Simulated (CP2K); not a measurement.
Consider acetylene at its PBE geometry (Å).

```xyz
4

C    -0.5651    0.0821   -0.1975
C     0.5651   -0.0821    0.1975
H    -1.5656    0.2243   -0.5488
H     1.5656   -0.2243    0.5488
```

Method: CP2K XAS_TDP, all-electron GAPW, PBEh(45%), aug-cc-pVTZ, TDA, GW2X-corrected core level, no relativity.

Question: Where do the C K-edge lines lie, and how strong are they?

Leading lines: C1 286.25 eV. The leading line of an atom is its first one with 35 % of the strongest within 2.5 eV of its lowest line over the strength cut. Core ionisation energies at this level: C1 290.73 eV.

The first six lines of each atom with a strength over 0.0015:

```csv
atom,energy (eV),states,"strength, one atom",above the computed threshold
"C1 (bonded to C and H), 2 alike",286.25,2,0.0994,
,288.78,1,0.0072,
,289.37,1,0.0015,
,290.18,2,0.0100,
,290.19,1,0.0067,
,291.59,2,0.0068,yes
```

Lines are vertical, at one geometry, with no vibrational structure. GW2X ionisation energies and lines can be off by 1 to 2 eV either way, and a good line position may hide errors that cancel. These values hold no scalar relativity, about 0.1 eV for C 1s. Rydberg lines, and the discretised continuum above threshold, depend on the basis and the box.

[Banner, clock and machine lines of the logs are left out without a mark of their own.]

[Logs are printed without paths, hosts, clocks, repeated set-up lines and the standing remarks that a program may print on its own settings, such as how far it seeks lower states.]

[Hosts, paths, dates, database ids (printed as entryN), source tags and the programs' standing remarks are cut or masked in the printed files.]
